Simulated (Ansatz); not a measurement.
# K on Ir(111): change of the work function, part 3 of 3

Aim: the work function of Ir(111) at several coverages of K (fcc site), and the dipole that each adsorbate carries.

Ansatz 0.2.0; plane-wave DFT, PBE, Ansatz PAW.

So far, work function, upper face (eV): step 2 (the clean slab) 5.49; step 3 (37 atoms, coverage 0.111 ML, cell 3x3) 2.14.

**4. The covered slab, k-mesh 6×6×1, coverage 0.25 ML**

System of this step: KIr16 (K/Ir(111)). The cell holds 17 atoms: 16 Ir and 1 K. Cell: a = 5.431 Å, b = 5.431 Å, c = 27.813 Å, α = 90.0°, β = 90.0°, γ = 60.0°. Vacuum lies along c.

Another coverage, to see how the dipoles act on each other as their distance changes.

File input.yaml:

```yaml
crystal:
  lattice:
    - [5.4305800796, 0.0, 0.0]
    - [2.7152900398, 4.7030203062, 0.0]
    - [0.0, 0.0, 27.8128080558]
  atoms:
    - { symbol: Ir, position: [0.0, 0.0, 0.3235919215] }
    - { symbol: Ir, position: [0.1666666667, 0.1666666667, 0.4033042982] }
    - { symbol: Ir, position: [0.3333333333, 0.3333333333, 0.4829238796] }
    - { symbol: Ir, position: [0.0, 0.0, 0.5621612478] }
    - { symbol: Ir, position: [0.0, 0.5, 0.3235919215] }
    - { symbol: Ir, position: [0.1666666667, 0.6666666667, 0.4033042982] }
    - { symbol: Ir, position: [0.3333333333, 0.8333333333, 0.4829238796] }
    - { symbol: Ir, position: [0.0, 0.5, 0.5621612478] }
    - { symbol: Ir, position: [0.5, 0.0, 0.3235919215] }
    - { symbol: Ir, position: [0.6666666667, 0.1666666667, 0.4033042982] }
    - { symbol: Ir, position: [0.8333333333, 0.3333333333, 0.4829238796] }
    - { symbol: Ir, position: [0.5, 0.0, 0.5621612478] }
    - { symbol: Ir, position: [0.5, 0.5, 0.3235919215] }
    - { symbol: Ir, position: [0.6666666667, 0.6666666667, 0.4033042982] }
    - { symbol: Ir, position: [0.8333333333, 0.8333333333, 0.4829238796] }
    - { symbol: Ir, position: [0.5, 0.5, 0.5621612478] }
    - { symbol: K, position: [0.1666666667, 0.1666666667, 0.6764080785] }
kpoints:
  mp_grid: { grid: [6, 6, 1] }
hamiltonian:
  xc: pbe
scf:
  occupations: { method: fermi_dirac, width: 0.1 }
  convergence: { dr2_threshold: 1.0e-08 }
efield:
  axis: 3
  dipole_correction: true
  ramp_position: 0.97
  ramp_width: 0.06
relax:
  f_tol: 0.02
  max_steps: 60
  constraints: [{ sites: [0, 1, 4, 5, 8, 9, 12, 13] }]
output:
  dos: { projected: true, e_range: [-8, 4] }
  write_potential: true
  write_density: true
  volumetric_format: npy
  elf: true
```

Command:

```console
$ ansatz run input.yaml --threads 4 --pin off --max-ram 16384MiB --backend cpu --events-out ev --progress --plain --runs-dir out
```

Log:

```text
[...]
Crystal: 17 atoms, lattice volume = 710.343 Å³
Basis set: ecut = 420 eV, 13815 PW (Γ), exchange–correlation on 80×80×384 points (8 copies of the dense FFT grid, shifted against one another)
Bands: 169, of which v1, the nominal top of the filled ones, is band 141 counted from 1 (140 counted from 0)
Symmetry: 6 space group operations
[...]
k-points: 7 of 36 (time reversal used)
[...]
SCF iter   1: F=—  HF=-192497.133110 eV  |F-HF|=—  |Δ(HF+E_count)|=         —  Δρ=8.05e-3  dr2=3.11e0  ethr=1.77e-3  p=0.463 e·Å  D=1.18e-1 V/Å  ΔV_dip=-3.28 eV  dr2_dipole=2.83e-2  V_vac-E_F(+/−)=1.87/5.15 eV  ⟨swp⟩=8.0  Hψ=5121  notcnv=0  defer=14
[...]
SCF iter  13: F=-192497.073906 eV  HF=-192497.073906 eV  |F-HF|=2.33e-9  |Δ(HF+E_count)|=  4.37e-10  Δρ=4.31e-7  dr2=3.35e-9  ethr=3.56e-12  p=0.482 e·Å  D=1.23e-1 V/Å  ΔV_dip=-3.42 eV  dr2_dipole=2.38e-10  V_vac-E_F(+/−)=2.09/5.51 eV  ⟨swp⟩=15.3  Hψ=8694  notcnv=0
SCF 1 converged in 13 iterations: F = -192497.073906 eV  dr2 = 3.35e-9
[...]
relax step   1: F+E_penalty+E_count = -192497.07390551 eV  Δ(F+E_penalty+E_count) = +0.000e0 eV  max|allowed force component| = 5.321e-1 eV/Å  Δτ_max = 0.0000 Å  (13 SCF iters, accepted)
[...]
SCF iter  12: F=-192497.121211 eV  HF=-192497.121211 eV  |F-HF|=9.31e-10  |Δ(HF+E_count)|=   7.19e-9  Δρ=3.22e-7  dr2=3.59e-9  ethr=3.56e-12  p=0.496 e·Å  D=1.26e-1 V/Å  ΔV_dip=-3.52 eV  dr2_dipole=5.97e-10  V_vac-E_F(+/−)=2.00/5.51 eV  ⟨swp⟩=15.6  Hψ=8645  notcnv=0
SCF 2 converged in 12 iterations: F = -192497.121211 eV  dr2 = 3.59e-9
[...]
relax step   2: F+E_penalty+E_count = -192497.12121130 eV  Δ(F+E_penalty+E_count) = -4.731e-2 eV  max|allowed force component| = 4.398e-1 eV/Å  Δτ_max = 0.0743 Å  (12 SCF iters, accepted)
[...]
SCF iter   1: F=—  HF=-192497.188010 eV  |F-HF|=—  |Δ(HF+E_count)|=         —  Δρ=2.26e-3  dr2=3.18e-1  ethr=9.22e-5  p=0.496 e·Å  D=1.26e-1 V/Å  ΔV_dip=-3.52 eV  dr2_dipole=2.11e-2  V_vac-E_F(+/−)=2.01/5.52 eV  ⟨swp⟩=1.9  Hψ=3916  notcnv=0  defer=18
[...]
eigensolver tolerance schedule calibrated: the retry pair's looser diagonalisation under-reported the residual by θ = 0.18 (0.12/decade); ethr = c·dr2/N_el runs at the constant in force after the calibration composes with the one it found (an armed cap, an earlier calibration), c = 6.8e-2
[...]
SCF iter   2: F=—  HF=-192497.176394 eV  |F-HF|=—  |Δ(HF+E_count)|=   1.16e-2  Δρ=8.70e-4  dr2=1.04e-2  ethr=7.72e-5  p=0.523 e·Å  D=1.33e-1 V/Å  ΔV_dip=-3.70 eV  dr2_dipole=2.09e-3  V_vac-E_F(+/−)=1.81/5.51 eV  ⟨swp⟩=2.4  Hψ=1884  notcnv=0  defer=18
[...]
SCF iter  11: F=-192497.176095 eV  HF=-192497.176095 eV  |F-HF|=4.89e-9  |Δ(HF+E_count)|=   3.14e-8  Δρ=6.43e-7  dr2=9.11e-9  ethr=2.43e-12  p=0.527 e·Å  D=1.34e-1 V/Å  ΔV_dip=-3.74 eV  dr2_dipole=5.28e-10  V_vac-E_F(+/−)=1.78/5.51 eV  ⟨swp⟩=16.9  Hψ=8880  notcnv=0
SCF 3 converged in 11 iterations: F = -192497.176095 eV  dr2 = 9.11e-9
relax step   3: F+E_penalty+E_count = -192497.17609470 eV  Δ(F+E_penalty+E_count) = -5.488e-2 eV  max|allowed force component| = 9.429e-2 eV/Å  Δτ_max = 0.1939 Å  (11 SCF iters, accepted)
[...]
relax step   4: F+E_penalty+E_count = -192497.17846427 eV  Δ(F+E_penalty+E_count) = -2.370e-3 eV  max|allowed force component| = 3.774e-2 eV/Å  Δτ_max = 0.0610 Å  (10 SCF iters, accepted)
SCF iter   1: F=—  HF=-192497.177370 eV  |F-HF|=—  |Δ(HF+E_count)|=         —  Δρ=1.86e-4  dr2=2.08e-3  ethr=3.60e-6  p=0.537 e·Å  D=1.37e-1 V/Å  ΔV_dip=-3.81 eV  dr2_dipole=6.43e-5  V_vac-E_F(+/−)=1.70/5.51 eV  ⟨swp⟩=2.4  Hψ=2191  notcnv=0  defer=21
[...]
SCF iter   9: F=-192497.178759 eV  HF=-192497.178759 eV  |F-HF|=1.75e-9  |Δ(HF+E_count)|=   3.00e-9  Δρ=5.04e-7  dr2=4.70e-9  ethr=3.56e-12  p=0.534 e·Å  D=1.36e-1 V/Å  ΔV_dip=-3.79 eV  dr2_dipole=1.15e-10  V_vac-E_F(+/−)=1.72/5.51 eV  ⟨swp⟩=7.9  Hψ=8028  notcnv=0
SCF 5 converged in 9 iterations: F = -192497.178759 eV  dr2 = 4.70e-9
relax step   5: F+E_penalty+E_count = -192497.17875881 eV  Δ(F+E_penalty+E_count) = -2.945e-4 eV  max|allowed force component| = 2.090e-3 eV/Å  Δτ_max = 0.0149 Å  (9 SCF iters, accepted)
[...]
SCF converged after 9 iterations
Free energy (F): -192497.178759 eV
[...]
Internal energy: -192496.594381 eV  (E = F + TS)
E sigma→0 (E₀):  -192496.886570 eV
Entropy (-TS):   -0.584378 eV (-34.375 meV/atom)
Fermi energy:    6.232197 eV
Dipole field:    D = 0.136120 V/Å  (p = 0.534354 e·Å, saw-weighted, corrected)
Work function:   Φ+ = 1.7246 eV   Φ− = 5.5107 eV
[...]
--- Forces (eV/Å), atoms counted from 1 ---
  atom   1  Ir     0.00497907     0.00287467     0.17074980
  atom   2  Ir    -0.00000000    -0.00000000    -0.10357245
  atom   3  Ir     0.00119893     0.00069220     0.00063652
  atom   4  Ir    -0.00034016    -0.00019639    -0.00146359
  atom   5  Ir     0.00000000    -0.00574933     0.17074980
  atom   6  Ir     0.03062392    -0.01768073    -0.19151532
  atom   7  Ir    -0.00000000    -0.00138441     0.00063652
  atom   8  Ir    -0.00000000     0.00039278    -0.00146359
  atom   9  Ir    -0.00497907     0.00287467     0.17074980
  atom  10  Ir    -0.00000000     0.03536145    -0.19151532
  atom  11  Ir    -0.00119893     0.00069220     0.00063652
  atom  12  Ir     0.00034016    -0.00019639    -0.00146359
  atom  13  Ir     0.00000000    -0.00000000     0.16492384
  atom  14  Ir    -0.03062392    -0.01768073    -0.19151532
  atom  15  Ir     0.00000000     0.00000000     0.00209046
  atom  16  Ir     0.00000000     0.00000000    -0.00035193
  atom  17  K     -0.00000000    -0.00000000     0.00164558
  max |Σ_I F_I| component: 4.23e-5 eV/Å
--- Band table (eV; the first three rows and the last of 7) ---
  k-point 0: bands = [... 137 lower, 6.8587, 6.8587, 6.8687, 6.9965, 6.9965, 7.2130, 7.2130, 7.2176, ... 24 higher]
  k-point 1: bands = [... 137 lower, 6.4897, 6.5432, 6.6428, 6.6650, 6.7227, 6.7671, 6.7688, 6.8420, ... 24 higher]
  k-point 2: bands = [... 137 lower, 5.7175, 5.7199, 5.9726, 6.1112, 6.2344, 6.3269, 6.4092, 6.4263, ... 24 higher]
  k-point 6: bands = [... 137 lower, 5.7785, 5.9496, 5.9535, 5.9700, 5.9980, 6.2964, 6.3404, 6.3704, ... 24 higher]
--- Relaxed structure (5 steps of the walk, 5 accepted, 0 SCFs on fresh bases) ---
  F+E_penalty+E_count = -192497.17875881 eV   max|allowed force component| = 2.090e-3 eV/Å
  atoms:
    - { symbol: Ir, position: [-1.795949e-17, -1.795949e-17, 0.3235919215] }
    - { symbol: Ir, position: [0.166667, 0.166667, 0.4033042982] }
    - { symbol: Ir, position: [0.333417, 0.333417, 0.483375] }
    - { symbol: Ir, position: [-0.0014453, -0.0014453, 0.562374] }
    - { symbol: Ir, position: [5.551115e-17, 0.500000, 0.3235919215] }
    - { symbol: Ir, position: [0.166667, 0.666667, 0.4033042982] }
    - { symbol: Ir, position: [0.333417, 0.833165, 0.483375] }
    - { symbol: Ir, position: [-0.0014453, 0.502891, 0.562374] }
    - { symbol: Ir, position: [0.500000, -1.795949e-17, 0.3235919215] }
    - { symbol: Ir, position: [0.666667, 0.166667, 0.4033042982] }
    - { symbol: Ir, position: [0.833165, 0.333417, 0.483375] }
    - { symbol: Ir, position: [0.502891, -0.0014453, 0.562374] }
    - { symbol: Ir, position: [0.500000, 0.500000, 0.3235919215] }
    - { symbol: Ir, position: [0.666667, 0.666667, 0.4033042982] }
    - { symbol: Ir, position: [0.833333, 0.833333, 0.482446] }
    - { symbol: Ir, position: [0.500000, 0.500000, 0.563517] }
    - { symbol: K, position: [0.166667, 0.166667, 0.665108] }
```

The job ended after 4.2 min (4 threads of Arm Neoverse N1, shared host; peak memory 2.9 GiB).

Relaxation path:

```tsv
step	energy less that of the first step (eV)	largest force component (eV/Å)
1	0.0000	0.5321
2	-0.0473	0.4398
3	-0.1022	0.0943
4	-0.1046	0.0377
5	-0.1049	0.0021
```

The run keeps the 6 symmetry operations that the program found, so distortions that break them were not tested.

The atoms that moved most (Å):

```tsv
atom	dx	dy	dz	length
K17	0.000	0.000	-0.314	0.314
Ir16	0.000	0.000	0.038	0.038
Ir4	-0.012	-0.007	0.006	0.015
Ir12	0.012	-0.007	0.006	0.015
Ir8	0.000	0.014	0.006	0.015
Ir15	0.000	0.000	-0.013	0.013
Ir7	0.000	-0.001	0.013	0.013
Ir11	-0.001	0.000	0.013	0.013
```

Final coordinates:

```xyz
17
Lattice="5.4306 0.0000 0.0000 2.7153 4.7030 0.0000 0.0000 0.0000 27.8128" Properties=species:S:1:pos:R:3
Ir    0.0000    0.0000    9.0000
Ir    1.3576    0.7838   11.2170
Ir    2.7160    1.5681   13.4440
Ir   -0.0118   -0.0068   15.6412
Ir    1.3576    2.3515    9.0000
Ir    2.7153    3.1353   11.2170
Ir    4.0729    3.9184   13.4440
Ir    1.3576    2.3651   15.6412
Ir    2.7153    0.0000    9.0000
Ir    4.0729    0.7838   11.2170
Ir    5.4299    1.5681   13.4440
Ir    2.7271   -0.0068   15.6412
Ir    4.0729    2.3515    9.0000
Ir    5.4306    3.1353   11.2170
Ir    6.7882    3.9192   13.4182
Ir    4.0729    2.3515   15.6730
K     1.3576    0.7838   18.4985
```

Numbers from this step:

```yaml
energy_at_zero_smearing: -192496.8866 eV
work_function_upper_face: 1.725 eV
work_function_lower_face: 5.511 eV
dipole_along_the_normal: 0.5344 e·Å
step_between_the_vacuum_levels: -3.786 eV
```

Running mean over 2.217 Å of the planar mean; the ramp of the sawtooth is left out. The electron's electrostatic potential energy less the Fermi level by z:

```tsv
z (Å)	electron's electrostatic potential energy less the Fermi level (eV)
4	5.51
5	5.51
6	5.43
7	4.27
8	-5.49
9	-12.7
10	-13.3
11	-13.5
12	-13.5
13	-13.5
14	-13.5
15	-13.3
16	-11.8
17	-2.53
18	0.0337
19	-0.894
20	0.538
21	1.36
22	1.59
23	1.68
24	1.71
```

The density of states has structure finer than the step of the table below, so its rows give means over 0.25 eV. Peaks (eV: height): -3.400: 40.1, -3.100: 47.7, -3.010: 41.3, -1.980: 63.1, -1.320: 47.8, 0.240: 50.1, 1.230: 48.2.

The density of states by energy, zero at the Fermi level; means over each step:

```tsv
energy (eV)	density of states (states/eV a cell)
-7.75	2.28
-7.50	11.2
-7.25	10.6
-7.00	13.2
-6.75	15.0
-6.50	17.3
-6.25	21.8
-6.00	17.1
-5.75	11.9
-5.50	15.0
-5.25	16.2
-5.00	14.3
-4.75	18.7
-4.50	13.8
-4.25	16.3
-4.00	23.7
-3.75	20.6
-3.50	31.4
-3.25	27.3
-3.00	32.5
-2.75	18.5
-2.50	15.1
-2.25	15.7
-2.00	32.1
-1.75	14.6
-1.50	13.4
-1.25	22.1
-1.00	22.1
-0.75	23.2
-0.50	19.9
-0.25	14.1
0.00	16.6
0.25	24.6
0.50	24.0
0.75	22.2
1.00	15.9
1.25	20.6
1.50	8.47
1.75	4.28
```

Projected DOS per atom over height of the atomic layer and energy from the Fermi level. Layers: Ir4 Ir4 Ir4 Ir4 K from below.

Values in states/eV, 22 rows by 5 columns, each cell a mean:
```
0.29 0.16 0.17 0.29 0.14
0.80 0.77 0.78 0.79 0.68
0.98 1.41 1.41 0.94 0.47
1.43 1.42 1.35 1.27 0.64
1.18 0.78 0.78 1.22 0.49
1.39 1.03 0.97 1.39 0.17
1.60 1.01 1.07 1.55 0.11
1.19 0.77 0.81 1.06 0.14
1.57 1.09 1.14 1.36 0.25
1.21 0.75 0.73 1.33 0.17
1.64 0.87 0.90 1.59 0.05
2.15 1.54 1.54 2.30 0.04
1.50 1.57 1.54 1.57 0.02
1.01 1.18 1.18 1.09 0.01
0.83 1.16 1.15 0.85 0.01
0.86 0.97 0.96 0.89 0.00
0.90 0.93 0.92 0.92 0.00
0.90 1.18 1.15 0.86 0.01
0.89 1.45 1.46 0.95 0.01
0.46 1.27 1.29 0.48 0.01
0.36 1.00 1.01 0.36 0.01
0.15 0.37 0.38 0.17 0.01
```
Columns: height of the atomic layer (Å) from 9 to 18.5 (not evenly spaced); rows upwards: energy from the Fermi level (eV) from -7.96 to 1.95.

Valence density in the ca plane at fractional y = 0.167, with atoms of Ir and K within 0.2 Å of it. It is the smooth field of the valence electrons, not physical close to the nuclei.

Ten steps, logarithmic in the rise over the least value, from '0' (0.0 e/Å³) to '9' (9.0 e/Å³), each cell a mean:
```
66433343334566434566421111211000000000000000
65433444334566434565421000000000000000000000
54334676433454333454321000000000000000000000
33346999643333222333221000000000000000000000
33347999743333222333211000000000000000000000
33346898643333322333221000000000000000000000
54334666433454333455321000000000000000000000
66433343334566434566421000000000000000000000
65433444334566434565421112221000000000000000
54334676433454333444321135653100000000000000
33346999643333222333221257875200000000000000
33347999743333222333221368876300000000000000
33346898643333322333221257775200000000000000
54334666433454333454321135543100000000000000
```
Columns run along c (16.0 Å, from fractional 0.33 to 0.90 of the cell), rows up along a (5.4 Å). Atoms in or near the plane, at fractional coordinates: Ir at (0.40, 0.17), Ir at (0.40, 0.67), K at (0.67, 0.17).

ELF in the ca plane at fractional y = 0.167, with atoms of Ir and K within 0.2 Å of it. It is the smooth field of the valence electrons, not physical close to the nuclei.

Ten even steps from '0' (0.01) to '9' (0.86), each cell a mean:
```
54333333333454333454332003542000011211100000
54333333333454333344333100000000012211000000
33333565333333232333333210000000112211000000
33335777533333222333333210000001122111000000
33335747533333212334433211000001122111000000
33334777433333222333333210000001122111000000
33333454333333333333333210000000112211000000
54333333333454333454333100000000012211000000
54333333333454333344332014653100011211100000
33333565333333233333331169997300001221100000
33335777533333222333331399999610001221100000
33335747523333212334431499799720001221100000
33334777433333222333331299999610001221100000
33333454333333233333331059997300001221100000
```
Columns run along c (16.0 Å, from fractional 0.33 to 0.90 of the cell), rows up along a (5.4 Å). Atoms in or near the plane, at fractional coordinates: Ir at (0.40, 0.17), Ir at (0.40, 0.67), K at (0.67, 0.17).

Electrostatic potential energy in the ca plane at fractional y = 0.167, with atoms of Ir and K within 0.2 Å of it. With pseudopotentials it is smooth inside the atoms' cores, unlike the true potential.

Ten even steps from '0' (-45 eV) to '9' (10 eV), each cell a mean:
```
35799888997534788535799998889999999999999999
35899878998534788535799999999999999999999999
67887323788767898767899999999999999999999999
89983000389889999989999999999999999999999999
99972000279999999999999999999999999999999999
88984000489888999988999999999999999999999999
67887434788767898767899999999999999999999999
35799888997534787534799999999999999999999999
35899878998534788545899998889999999999999999
67887323788767898777899985468999999999999999
89983000389989999999999851026899999999999999
99972000279999999999999840015899999999999999
88984000489888999989999852126899999999999999
67887434788767898767899986568999999999999999
```
Columns run along c (16.0 Å, from fractional 0.33 to 0.90 of the cell; values clipped at the 3rd and 97th percentile), rows up along a (5.4 Å). Atoms in or near the plane, at fractional coordinates: Ir at (0.40, 0.17), Ir at (0.40, 0.67), K at (0.67, 0.17).

The relaxation took 5 steps and lowered the energy by 0.10 eV; the largest force on the free atoms ends at 0.0021 eV/Å.

By hand: a sheet of dipoles makes a step −p/(ε₀A) in the electron's potential. With e/ε₀ = 180.95 V·Å, p = 0.5344 e·Å and A = 25.54 Å², that is −180.95 × (0.5344) / 25.54 = -3.786 eV, and the two vacuum levels of the run differ by -3.786 eV.

The covered face has 1.72 eV, -3.76 eV against the clean one; the bare back face has moved by +0.02 eV, a measure of how thin the slab is.

**5. Work function against coverage**

This step: plane-wave DFT, PBE, Ansatz PAW; work function against coverage (Ansatz 0.2.0).

The runs are now put side by side.

This step gave:

| Quantity | Value |
| --- | --- |
| work function of the clean face | 5.486 eV |
| largest change of the work function | -3.762 eV |

Table of work function of the covered face by coverage:

```tsv
coverage (adsorbates/nm²)	work function of the covered face (eV)
0.00	5.49
1.74	2.14
3.92	1.72
```

The dipole per adsorbate comes from the change of the cell's dipole. Coverage, by row:

```tsv
coverage (1/nm²)	coverage (ML)	work function (eV)	change (eV)	dipole per adsorbate, positive end outwards (debye)	mean height of the added atoms over the highest substrate atom (Å)
1.74	0.1111	2.139	-3.347	5.12	2.888
3.915	0.25	1.725	-3.762	2.561	2.826
```

**6. What came out**

```json
{
  "work function of the clean face": "5.49 eV",
  "work function at 0.11 ML": "2.14 eV",
  "work function at 0.25 ML": "1.72 eV",
  "dipole per adsorbate at 0.11 ML, positive end outwards": "5.12 D"
}
```

**Reading.** K lowers the work function of Ir(111) at the lowest coverage, by 3.35 eV: the adsorbate layer has its positive end outwards. The slab has 4 layers, at the tabulated experimental lattice constant, one starting site was run, and quantum-size effects of a slab this thin can reach one or two tenths of an eV.

[Long decimals in the printed logs are rounded to 6 places.]

[Logs are printed without paths, hosts, clocks, repeated set-up lines and the standing remarks that a program may print on its own settings, such as how far it seeks lower states.]

[Hosts, paths, dates, database ids (printed as entryN), source tags and the programs' standing remarks are cut or masked in the printed files.]

[Maps of the electrostatic potential energy from Ansatz leave out the sawtooth potential of an applied field or a dipole correction, so their vacuum need not be flat; planar profiles and work functions include it.]

[The density of states shown here was stored with 400 of the rows of the run's finer table, so its peaks can read low, often by over a quarter, or be missed, and its means over a window can be off by a tenth or more.]
